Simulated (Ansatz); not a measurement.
# Decaying states in the gap of Ca2MgTeO6

Wanted: the relaxed cell of Ca2MgTeO6, its band edges and its decay constants. It is built by putting Mg for Sr, Ca for Ba in the Ba2SrTeO6 structure of space group R-3, with the volume rescaled by atomic radii. The parent structure comes from the Materials Project.

Program: Ansatz 0.2.0. Level of theory: PBE DFT, plane waves, PAW files, in the first sound run; inputs show where later runs differ. Results are calculated unless marked as measured.

The structure was built from a prototype and need not be the compound's stable phase.

## Step 1: The starting structure

Symmetry: R-3, No. 148, trigonal system. Conventional cell: a = 5.679 Å, b = 5.679 Å, c = 13.671 Å, α = 90.00°, β = 90.00°, γ = 120.00°. Nearest to Ca lie 12 O at 2.56 to 3.14 Å. Nearest to Mg lie 6 O at 2.23 Å. Nearest to Te lie 6 O at 1.80 Å. O has 1 Te at 1.80 Å and 1 Mg at 2.23 Å and 4 Ca at 2.56 to 3.14 Å nearest. It derives from Ba2SrTeO6. Mg for Sr, Ca for Ba in the Ba2SrTeO6 structure of space group R-3. Farther neighbours and most contacts between anions are not listed.

## Step 2: Relaxing the new crystal

The substituted atoms don't fit the parent's cell, so cell and atoms relax together. A small smearing keeps the run stable in case the gap closes on the way.

Contents of input.yaml:

```yaml
crystal:
  lattice:
    - [2.8393248534, 1.6392849684, 4.5571026281]
    - [-2.8393248534, 1.6392849684, 4.5571026281]
    - [0.0, -3.2785699368, 4.5571026281]
  atoms:
    - { symbol: Ca, position: [0.25206, 0.25206, 0.25206] }
    - { symbol: Ca, position: [0.74794, 0.74794, 0.74794] }
    - { symbol: Mg, position: [0.0, 0.0, 0.0] }
    - { symbol: Te, position: [0.5, 0.5, 0.5] }
    - { symbol: O, position: [0.328441, 0.717506, 0.22634] }
    - { symbol: O, position: [0.717506, 0.22634, 0.328441] }
    - { symbol: O, position: [0.22634, 0.328441, 0.717506] }
    - { symbol: O, position: [0.671559, 0.282494, 0.77366] }
    - { symbol: O, position: [0.77366, 0.671559, 0.282494] }
    - { symbol: O, position: [0.282494, 0.77366, 0.671559] }
kpoints:
  mp_grid: { grid: [6, 6, 6] }
scf:
  occupations: { method: gaussian, width: 0.03 }
hamiltonian:
  xc: pbe
output:
  forces: true
  stress: true
relax:
  f_tol: 0.02
  max_steps: 60
  cell: {}
```

Launch:

```
ansatz run input.yaml --threads 2 --pin off --max-ram 4096MiB --backend cpu --events-out ev --progress --plain --runs-dir out
```

Numbers of over 12 decimals in the logs are rounded to 6 here.

The program printed:

```text
Engine: ansatz 0.2.0, aarch64-unknown-linux-gnu
Pseudopotentials: kind: paw
Pseudopotential: Ca, paw, valence charge 10, recommended cutoff 420 eV (normal), Ca.paw.azcp
Pseudopotential: Mg, paw, valence charge 10, recommended cutoff 420 eV (normal), Mg.paw.azcp
Pseudopotential: Te, paw, valence charge 16, recommended cutoff 420 eV (normal), Te.paw.azcp
Pseudopotential: O, paw, valence charge 6, recommended cutoff 420 eV (normal), O.paw.azcp
Functional definition: PBE
  parameter kappa = 0.804
  parameter beta = 0.066725
  exchange = pbe_x(kappa = kappa, mu = beta*pi^2/3)
  correlation = pbe_c(beta = beta)
Crystal: 10 atoms, lattice volume = 127.265 Å³
Basis set: ecut = 420 eV, 2505 PW (Γ), exchange–correlation on 80×80×80 points (8 copies of the dense FFT grid, shifted against one another)
Bands: 51, of which v1, the nominal top of the filled ones, is band 41 counted from 1 (40 counted from 0)
Symmetry: 6 space group operations
Space group: R-3 (ITA 148), of the structure as read, at distance tolerance 5.0e-5 Å
k-points: 40 of 216
Non-local potential: Ca, projectors of the file, l = 0: 3, l = 1: 2, l = 2: 2
Non-local potential: Mg, projectors of the file, l = 0: 3, l = 1: 2, l = 2: 1
Non-local potential: Te, projectors of the file, l = 0: 2, l = 1: 2, l = 2: 2, l = 3: 2
Non-local potential: O, projectors of the file, l = 0: 2, l = 1: 2, l = 2: 1
PAW form: soft (Blöchl's): semilocal exchange-correlation on the pseudo side does not see the compensation charge
PAW one-centre angular grid: Ca, 110 points (default); XC on 64 Gauss nodes
PAW one-centre angular grid: Mg, 110 points (default); XC on 64 Gauss nodes
PAW one-centre angular grid: Te, 590 points (default); XC on 64 Gauss nodes
PAW one-centre angular grid: O, 110 points (default); XC on 64 Gauss nodes
Initial density: superposition of atomic densities (neutral atoms: chi_scale 0, normalization atom), corrected by the library's trained network
Initial wavefunctions: pseudopotential atomic-orbital guess
Functional: x = pbe(κ = 0.804, μ = 0.219515), c = pbe(β = 0.066725)
SCF iter   1: F=—  HF=-15947.179689 eV  |F-HF|=—  |Δ(HF+E_count)|=         —  Δρ=1.96e-3  dr2=3.46e-3  ethr=1.77e-3  ⟨swp⟩=9.4  Hψ=10340  notcnv=0  defer=3
preconditioner: auto → Resta (q_TF=auto, 2.536 Å⁻¹)  ε∞=3.7  [insulator: Δε(μ)=3.646 eV  Ē_g=15.383 eV  σ=0.030 eV  W_gap=1.00  n_scr=26 (ndim 8)  ℏωp=25.5 eV  f_vac=0.000  D(μ)=0.00/eV (n_scr^D=0)  ε∞_Penn≈3.7]
SCF iter   2: F=—  HF=-15947.181157 eV  |F-HF|=—  |Δ(HF+E_count)|=   1.47e-3  Δρ=7.30e-4  dr2=2.34e-4  ethr=4.21e-6  ⟨swp⟩=3.0  Hψ=4638  notcnv=0  defer=102
SCF iter   3: F=—  HF=-15947.181869 eV  |F-HF|=—  |Δ(HF+E_count)|=   7.12e-4  Δρ=3.46e-4  dr2=6.65e-5  ethr=2.85e-7  ⟨swp⟩=2.7  Hψ=3086  notcnv=0  defer=102
SCF iter   4: F=—  HF=-15947.182068 eV  |F-HF|=—  |Δ(HF+E_count)|=   1.99e-4  Δρ=4.09e-5  dr2=1.38e-6  ethr=8.11e-8  ⟨swp⟩=2.0  Hψ=3095  notcnv=0  defer=102
SCF iter   5: F=—  HF=-15947.182070 eV  |F-HF|=—  |Δ(HF+E_count)|=   2.20e-6  Δρ=1.21e-5  dr2=1.67e-7  ethr=1.68e-9  ⟨swp⟩=2.2  Hψ=2921  notcnv=0  defer=102
SCF iter   6: F=-15947.182070 eV  HF=-15947.182070 eV  |F-HF|=2.48e-9  |Δ(HF+E_count)|=   5.94e-8  Δρ=2.10e-6  dr2=4.53e-9  ethr=1.22e-10  ⟨swp⟩=4.0  Hψ=6959  notcnv=0
SCF 1 converged in 6 iterations: F = -15947.182070 eV  dr2 = 4.53e-9
  greatest PAW one-centre occupation: 1.000 electrons in one spin orbital (limit 2), on the Mg atom at site 2 (counted from 0), in its partial waves of l = 0
relax step   1: F+E_penalty+E_count = -15947.18206988 eV  Δ(F+E_penalty+E_count) = +0.000e0 eV  max|allowed force component| = 4.814e0 eV/Å  Δτ_max = 0.0000 Å  P = +11.806 GPa  Ω = 127.265 Å³  (6 SCF iters, dr2 threshold 1.00e-7 eV, accepted)
Crystal: 10 atoms, lattice volume = 119.050 Å³
Basis set: ecut = 420 eV, 2313 PW (Γ), exchange–correlation on 80×80×80 points (8 copies of the dense FFT grid, shifted against one another)
Initial density: handed on by an earlier stage of this run
Initial wavefunctions: those handed on with the density
iter 1 solved again at ethr=8.21e-4 eV; its pass at ethr=3.10e-3 eV (dr2=6.73e-1 eV) is discarded
SCF iter   1: F=—  HF=-15950.025341 eV  |F-HF|=—  |Δ(HF+E_count)|=         —  Δρ=2.71e-2  dr2=6.79e-1  ethr=8.21e-4  ⟨swp⟩=1.7  Hψ=10150  notcnv=0
preconditioner: auto → Resta (q_TF=auto, 2.564 Å⁻¹)  ε∞=3.9  [insulator: Δε(μ)=3.542 eV  Ē_g=15.496 eV  σ=0.030 eV  W_gap=1.00  n_scr=26 (ndim 8)  ℏωp=26.4 eV  f_vac=0.000  D(μ)=0.00/eV (n_scr^D=0)  ε∞_Penn≈3.9]
SCF iter   2: F=—  HF=-15949.863620 eV  |F-HF|=—  |Δ(HF+E_count)|=   1.62e-1  Δρ=1.27e-2  dr2=1.31e-1  ethr=8.21e-4  ⟨swp⟩=3.1  Hψ=3344  notcnv=0
SCF iter   3: F=—  HF=-15949.837652 eV  |F-HF|=—  |Δ(HF+E_count)|=   2.60e-2  Δρ=4.00e-3  dr2=1.39e-2  ethr=1.59e-4  ⟨swp⟩=3.5  Hψ=3504  notcnv=0
SCF iter   4: F=—  HF=-15949.835600 eV  |F-HF|=—  |Δ(HF+E_count)|=   2.05e-3  Δρ=1.07e-3  dr2=1.18e-3  ethr=1.70e-5  ⟨swp⟩=2.1  Hψ=3221  notcnv=0  defer=3
SCF iter   5: F=—  HF=-15949.835773 eV  |F-HF|=—  |Δ(HF+E_count)|=   1.73e-4  Δρ=2.29e-4  dr2=4.20e-5  ethr=1.44e-6  ⟨swp⟩=2.0  Hψ=2612  notcnv=0  defer=3
SCF iter   6: F=—  HF=-15949.835795 eV  |F-HF|=—  |Δ(HF+E_count)|=   2.19e-5  Δρ=4.35e-5  dr2=1.45e-6  ethr=5.13e-8  ⟨swp⟩=2.0  Hψ=3184  notcnv=0  defer=3
SCF iter   7: F=-15949.835797 eV  HF=-15949.835797 eV  |F-HF|=3.62e-8  |Δ(HF+E_count)|=   1.98e-6  Δρ=6.83e-6  dr2=4.90e-8  ethr=1.22e-9  ⟨swp⟩=4.0  Hψ=6680  notcnv=0
SCF 2 converged in 7 iterations: F = -15949.835797 eV  dr2 = 4.90e-8
relax step   2: F+E_penalty+E_count = -15949.83579702 eV  Δ(F+E_penalty+E_count) = -2.654e0 eV  max|allowed force component| = 8.360e-1 eV/Å  Δτ_max = 0.1746 Å  P = +5.243 GPa  Ω = 119.050 Å³  energy of the carried Pulay correction = +3.118e-2 eV  (7 SCF iters, dr2 threshold 1.00e-6 eV, accepted)
Crystal: 10 atoms, lattice volume = 120.358 Å³
Basis set: ecut = 420 eV, 2367 PW (Γ), exchange–correlation on 80×80×80 points (8 copies of the dense FFT grid, shifted against one another)
iter 1 solved again at ethr=9.56e-5 eV; its pass at ethr=3.10e-3 eV (dr2=7.84e-2 eV) is discarded
SCF iter   1: F=—  HF=-15949.981895 eV  |F-HF|=—  |Δ(HF+E_count)|=         —  Δρ=9.22e-3  dr2=7.97e-2  ethr=9.56e-5  ⟨swp⟩=3.3  Hψ=9536  notcnv=0
preconditioner: auto → Resta (q_TF=auto, 2.559 Å⁻¹)  ε∞=3.8  [insulator: Δε(μ)=3.106 eV  Ē_g=15.630 eV  σ=0.030 eV  W_gap=1.00  n_scr=26 (ndim 8)  ℏωp=26.2 eV  f_vac=0.000  D(μ)=0.00/eV (n_scr^D=0)  ε∞_Penn≈3.8]
SCF iter   2: F=—  HF=-15949.962713 eV  |F-HF|=—  |Δ(HF+E_count)|=   1.92e-2  Δρ=3.94e-3  dr2=1.37e-2  ethr=9.56e-5  ⟨swp⟩=3.0  Hψ=3345  notcnv=0
SCF iter   3: F=—  HF=-15949.959861 eV  |F-HF|=—  |Δ(HF+E_count)|=   2.85e-3  Δρ=1.47e-3  dr2=2.24e-3  ethr=1.67e-5  ⟨swp⟩=2.0  Hψ=3138  notcnv=0
SCF iter   4: F=—  HF=-15949.959410 eV  |F-HF|=—  |Δ(HF+E_count)|=   4.50e-4  Δρ=3.01e-4  dr2=9.36e-5  ethr=2.74e-6  ⟨swp⟩=2.0  Hψ=2737  notcnv=0
SCF iter   5: F=—  HF=-15949.959406 eV  |F-HF|=—  |Δ(HF+E_count)|=   4.85e-6  Δρ=9.29e-5  dr2=5.12e-6  ethr=1.14e-7  ⟨swp⟩=2.0  Hψ=2935  notcnv=0
SCF iter   6: F=-15949.959410 eV  HF=-15949.959410 eV  |F-HF|=9.81e-8  |Δ(HF+E_count)|=   4.74e-6  Δρ=1.13e-5  dr2=1.12e-7  ethr=1.22e-9  ⟨swp⟩=5.0  Hψ=7614  notcnv=0
SCF 3 converged in 6 iterations: F = -15949.959410 eV  dr2 = 1.12e-7
relax step   3: F+E_penalty+E_count = -15949.95941037 eV  Δ(F+E_penalty+E_count) = -1.236e-1 eV  max|allowed force component| = 2.455e-1 eV/Å  Δτ_max = 0.0466 Å  P = +1.953 GPa  Ω = 120.358 Å³  energy of the carried Pulay correction = +2.608e-2 eV  (6 SCF iters, dr2 threshold 1.00e-6 eV, accepted)
[...]
relax step   4: F+E_penalty+E_count = -15949.96939951 eV  Δ(F+E_penalty+E_count) = -9.989e-3 eV  max|allowed force component| = 1.254e-1 eV/Å  Δτ_max = 0.0229 Å  P = -0.344 GPa  Ω = 121.765 Å³  energy of the carried Pulay correction = +2.065e-2 eV  (6 SCF iters, dr2 threshold 1.00e-6 eV, accepted)
[...]
relax step   5: F+E_penalty+E_count = -15949.97565062 eV  Δ(F+E_penalty+E_count) = -6.251e-3 eV  max|allowed force component| = 2.579e-2 eV/Å  Δτ_max = 0.0061 Å  P = -0.046 GPa  Ω = 121.741 Å³  energy of the carried Pulay correction = +2.074e-2 eV  (5 SCF iters, dr2 threshold 1.00e-6 eV, accepted)
[...]
relax step   6: F+E_penalty+E_count = -15949.97625542 eV  Δ(F+E_penalty+E_count) = -6.048e-4 eV  max|allowed force component| = 1.662e-2 eV/Å  Δτ_max = 0.0034 Å  P = +0.055 GPa  Ω = 121.677 Å³  energy of the carried Pulay correction = +2.099e-2 eV  (6 SCF iters, dr2 threshold 4.16e-8 eV, accepted)
[...]
relax step   7: F+E_penalty+E_count = -15949.97617043 eV  Δ(F+E_penalty+E_count) = +8.499e-5 eV  max|allowed force component| = 1.337e-3 eV/Å  Δτ_max = 0.0126 Å  P = +0.029 GPa  Ω = 121.794 Å³  energy of the carried Pulay correction = +2.054e-2 eV  (6 SCF iters, dr2 threshold 9.41e-9 eV, accepted)
[...]
relax step   8: F+E_penalty+E_count = -15949.96084803 eV  Δ(F+E_penalty+E_count) = +1.532e-2 eV  max|allowed force component| = 1.934e-3 eV/Å  Δτ_max = 0.0000 Å  P = -0.237 GPa  Ω = 121.794 Å³  stress off target by 2.45e-1 GPa  SCF on the basis re-selected at this cell (its energy is not comparable with the rows above)  (5 SCF iters)
[...]
relax step   9: F+E_penalty+E_count = -15949.96192193 eV  Δ(F+E_penalty+E_count) = -1.074e-3 eV  max|allowed force component| = 1.140e-3 eV/Å  Δτ_max = 0.0009 Å  P = +0.006 GPa  Ω = 121.547 Å³  energy of the carried Pulay correction = +8.925e-4 eV  (5 SCF iters, dr2 threshold 1.50e-7 eV, accepted)
iter 1 solved again at ethr=1.75e-7 eV; its pass at ethr=3.10e-3 eV (dr2=1.43e-4 eV) is discarded
SCF iter   1: F=—  HF=-15949.961188 eV  |F-HF|=—  |Δ(HF+E_count)|=         —  Δρ=1.45e-5  dr2=4.19e-8  ethr=1.75e-7  ⟨swp⟩=4.0  Hψ=15431  notcnv=0
eigensolver tolerance schedule: the retry pair's looser diagonalisation over-reported the residual by 3423.19 of it (diagonalisation noise at 0.24 of the residual, at the tolerance the schedule requests for it); recorded, not acted on — ethr = c·dr2/N_el stays at c = 1.0e-1
preconditioner: auto → Resta (q_TF=auto, 2.555 Å⁻¹)  ε∞=3.8  [insulator: Δε(μ)=2.961 eV  Ē_g=15.639 eV  σ=0.030 eV  W_gap=1.00  n_scr=26 (ndim 8)  ℏωp=26.1 eV  f_vac=0.000  D(μ)=0.00/eV (n_scr^D=0)  ε∞_Penn≈3.8]
SCF iter   2: F=—  HF=-15949.961176 eV  |F-HF|=—  |Δ(HF+E_count)|=   1.23e-5  Δρ=7.11e-6  dr2=1.49e-8  ethr=5.11e-11  ⟨swp⟩=3.0  Hψ=4708  notcnv=0
SCF iter   3: F=—  HF=-15949.961176 eV  |F-HF|=—  |Δ(HF+E_count)|=   1.83e-8  Δρ=2.95e-6  dr2=2.06e-9  ethr=1.82e-11  ⟨swp⟩=2.0  Hψ=2620  notcnv=0
SCF iter   4: F=—  HF=-15949.961176 eV  |F-HF|=—  |Δ(HF+E_count)|=   4.25e-9  Δρ=2.64e-7  dr2=1.02e-10  ethr=2.51e-12  ⟨swp⟩=2.0  Hψ=2969  notcnv=0
SCF iter   5: F=-15949.961176 eV  HF=-15949.961176 eV  |F-HF|=7.28e-12  |Δ(HF+E_count)|=  5.64e-11  Δρ=9.92e-8  dr2=1.07e-11  ethr=1.00e-12  ⟨swp⟩=4.1  Hψ=6685  notcnv=0
SCF 10 converged in 5 iterations: F = -15949.961176 eV  dr2 = 1.07e-11
relax step  10: F+E_penalty+E_count = -15949.96117579 eV  Δ(F+E_penalty+E_count) = +7.461e-4 eV  max|allowed force component| = 1.071e-3 eV/Å  Δτ_max = 0.0000 Å  P = -0.001 GPa  Ω = 121.547 Å³  stress off target by 7.68e-3 GPa  SCF on the basis re-selected at this cell (its energy is not comparable with the rows above)  (5 SCF iters)
basis re-selected at this cell: Δ(F+E_penalty+E_count) = +7.461e-4 eV, ΔP = -0.006 GPa vs the last step (what re-selecting the basis moved, of the pressure what is left beyond the Pulay correction that the steps carried, after the strain that the cell walked since its last selection, with what the two solves' SCF thresholds leave and, on support functions, any second-order correction that the steps lacked; it is no m [...]
SCF converged after 5 iterations
Free energy (F): -15949.961176 eV
Harris-Foulkes:  -15949.961176 eV  (|F-HF|=7.28e-12)
Internal energy: -15949.961176 eV  (E = F + TS)
E sigma→0 (E₀):  -15949.961176 eV
Fermi energy:    9.582557 eV
--- Per-component energies (eV) ---
  E_band       = -758.776746
  E_kinetic    = 1877.703065
  E_local      = -5755.076223  (includes V_loc(G=0)·N_el)
  E_nonlocal   = 200.912580
  E_hartree    = 2367.334133
  E_xc         = -876.306368
  E_vxc        = -1057.211229  (∫ρ·V_xc dr)
  E_paw        = -7625.940752  (= ΣΔE_a)
  E_vpaw       = -759.787736  (= ΣTr[D̂ρ^β])
  E_aug_tail   = 0.014576  (compensation charges beyond the density's cutoff)
  E_ewald      = -6138.602185
  E_smearing   = -0.000000  (= −TS)
  E_closure    = 0.000000  (closes the sum)
  Σ components = -15949.961176   (vs F -15949.961176, Δ=0.00e0)
--- Forces (eV/Å), atoms counted from 1 ---
  atom   1  Ca     0.00000000     0.00000000    -0.00100133
  atom   2  Ca    -0.00000000    -0.00000000     0.00100133
  atom   3  Mg     0.00000000     0.00000000    -0.00000000
  atom   4  Te     0.00000000     0.00000000     0.00000000
  atom   5  O      0.00084677    -0.00067604     0.00060591
  atom   6  O     -0.00100885    -0.00039531     0.00060591
  atom   7  O      0.00016208     0.00107134     0.00060591
  atom   8  O     -0.00084677     0.00067604    -0.00060591
  atom   9  O     -0.00016208    -0.00107134    -0.00060591
  atom  10  O      0.00100885     0.00039531    -0.00060591
  max |Σ_I F_I| component: 4.66e-18 eV/Å
--- Stress (GPa, compression-positive) ---
        0.002872       0.000000      -0.000000
       -0.000000       0.002872      -0.000000
       -0.000000       0.000000      -0.007679
  P = ⅓ Tr σ = -0.0006 GPa (-0.006 kbar)
--- Relaxed structure (8 steps of the walk, 8 accepted, 2 SCFs on fresh bases) ---
  F+E_penalty+E_count = -15949.96117579 eV   max|allowed force component| = 1.071e-3 eV/Å   (the final SCF, on the basis selected at the relaxed cell)
  cell:  # Å, volume = 121.5467 Å³
    - [2.793159, 1.612631, 4.497397]
    - [-2.793159, 1.612631, 4.497397]
    - [-1.3933564230420453e-17, -3.225262, 4.497397]
  atoms:
    - { symbol: Ca, position: [0.255851, 0.255851, 0.255851] }
    - { symbol: Ca, position: [0.744149, 0.744149, 0.744149] }
    - { symbol: Mg, position: [0, 3.43076508818613e-19, 1.6565235865906141e-19] }
    - { symbol: Te, position: [0.5, 0.5, 0.5] }
    - { symbol: O, position: [0.341969, 0.732339, 0.177209] }
    - { symbol: O, position: [0.732339, 0.177209, 0.341969] }
    - { symbol: O, position: [0.177209, 0.341969, 0.732339] }
    - { symbol: O, position: [0.658031, 0.267661, 0.822791] }
    - { symbol: O, position: [0.822791, 0.658031, 0.267661] }
    - { symbol: O, position: [0.267661, 0.822791, 0.658031] }
```

Elapsed: 62 s, on 2 threads of Arm Neoverse V2, shared host; peak memory 0.54 GiB.

Step by step:

```csv
step,energy less that of the first step (eV),largest force component (eV/Å),pressure (GPa),volume (Å³)
1,0.0000,4.8145,11.81,127.27
2,-2.6537,0.8360,5.24,119.05
3,-2.7773,0.2455,1.95,120.36
4,-2.7873,0.1254,-0.34,121.76
5,-2.7936,0.0258,-0.05,121.74
6,-2.7942,0.0166,0.06,121.68
7,-2.7941,0.0013,0.03,121.79
8*,-2.7788,0.0019,-0.24,121.79
9,-2.7799,0.0011,0.01,121.55
10*,-2.7791,0.0011,0.00,121.55
```

Relaxation steps marked * repeat the geometry before them on a plane-wave basis chosen anew for their cell, so energy and pressure can jump there.

The run keeps the 6 symmetry operations that it works with, so distortions that break them were not tested.

```csv
"conventional cell, symmetrised",before,after,change
a (Å),5.679,5.586,-1.6 %
b (Å),5.679,5.586,-1.6 %
c (Å),13.671,13.492,-1.3 %
volume (Å³/atom),12.73,12.15,-4.5 %
```

The atoms that moved most (Å, as changes of fractional coordinates times the final cell):

```csv
atom,dx,dy,dz,length
O9,0.175,0.105,0.093,0.225
O10,-0.179,0.099,0.093,0.225
O8,0.004,-0.204,0.093,0.225
O7,-0.175,-0.105,-0.093,0.225
O5,-0.004,0.204,-0.093,0.225
O6,0.179,-0.099,-0.093,0.225
Ca1,0.000,0.000,0.051,0.051
Ca2,0.000,0.000,-0.051,0.051
```

The relaxed structure:

```cif
data_structure
_symmetry_space_group_name_H-M 'P 1'
_symmetry_Int_Tables_number 1
_cell_length_a 5.5343
_cell_length_b 5.5343
_cell_length_c 5.5343
_cell_angle_alpha 60.622
_cell_angle_beta 60.622
_cell_angle_gamma 60.622
_cell_volume 121.55
loop_
_atom_site_label
_atom_site_type_symbol
_atom_site_fract_x
_atom_site_fract_y
_atom_site_fract_z
_atom_site_occupancy
Ca1 Ca 0.25585 0.25585 0.25585 1
Ca2 Ca 0.74415 0.74415 0.74415 1
Mg3 Mg 0.00000 0.00000 0.00000 1
Te4 Te 0.50000 0.50000 0.50000 1
O5 O 0.34197 0.73234 0.17721 1
O6 O 0.73234 0.17721 0.34197 1
O7 O 0.17721 0.34197 0.73234 1
O8 O 0.65803 0.26766 0.82279 1
O9 O 0.82279 0.65803 0.26766 1
O10 O 0.26766 0.82279 0.65803 1
```

This step gave:

- free energy: -15949.9612 eV
- Fermi energy: 9.583 eV
- pressure: -6.45e-4 GPa

The largest force component on a free atom ends at 0.0011 eV/Å.

(Continued in part 2 of 3.)

[Logs are printed without paths, hosts, clocks, repeated set-up lines and the standing remarks that a program may print on its own settings, such as how far it seeks lower states.]

[Hosts, paths, dates, database ids (printed as entryN), source tags and the programs' standing remarks are cut or masked in the printed files.]
